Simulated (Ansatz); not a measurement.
G0W0 rungs for SiC (P6_3mc).

Symmetry: P6_3mc, No. 186, hexagonal system. Conventional cell: a = 3.076 Å, b = 3.076 Å, c = 10.071 Å, α = 90.00°, β = 90.00°, γ = 120.00°. Si has 4 C at 1.88 to 1.89 Å nearest. Nearest to Si lie 4 C at 1.88 to 1.89 Å. Nearest to C lie 4 Si at 1.88 to 1.89 Å. Nearest to C lie 4 Si at 1.88 to 1.89 Å. Farther neighbours are not listed.

```xyz
8
Lattice="3.0757 0.0000 0.0000 -1.5378 2.6636 0.0000 0.0000 0.0000 10.0706" Properties=species:S:1:pos:R:3 pbc="T T T"
Si    1.5378    0.8879    9.4447
Si    0.0000    1.7758    4.4094
Si    0.0000    0.0000    6.9275
Si    0.0000    0.0000    1.8922
C     1.5378    0.8879    7.5510
C     0.0000    1.7758    2.5157
C     0.0000    0.0000    5.0400
C     0.0000    0.0000    0.0046
```

The cell and positions are those that the Materials Project relaxed with its own functionals (PBE, PBE+U or r2SCAN), kept fixed.

Runs so far (Ansatz 0.2.0, start PBE, hard PAW files, 9×9×2 mesh). Times are wall times on 1 × NVIDIA H100 80GB HBM3 (shared by 6 runs) with 3 threads of AMD EPYC 7R13 (Zen 3), shared host, good to a factor of about two.

```csv
bands summed,cutoff (eV),gap on the mesh (eV),time
232,110,3.112,33 s
506,190,3.260,64 s
```

**Question.** What should the next rung give, with 847 bands and screening to 270 eV, and where is the limit?

The error falls about as one over the bands when the cutoff rises with them. A line through the two highest rungs given predicts 3.311 eV; the run gave 3.318 eV, close to it. The two highest rungs put the limit near 3.403 eV, the pair below near 3.385 eV; their difference is a rough measure of what is unsettled in bands and cutoff; the mesh is a separate error.

The 9×9×2 mesh misses a band edge: on 12×12×4 the PBE gap is 2.23 eV, so these values are not the fundamental gap, which lies some 0.11 eV lower. Limits: not at the basis limit.

[Paths, hosts, dates, memory and timing lines, banners, echoed tables and standing remarks are left out of the program output.]

[Logs are printed without paths, hosts, clocks, repeated set-up lines and the standing remarks that a program may print on its own settings, such as how far it seeks lower states.]

[Runs of the session that timed out or met a known fault of the program may be left out.]

[Cells called generated may have been cut or substituted from an entry of the Crystallography Open Database or the Materials Project.]

[Hosts, paths, dates, database ids (printed as entryN), source tags and the programs' standing remarks are cut or masked in the printed files.]
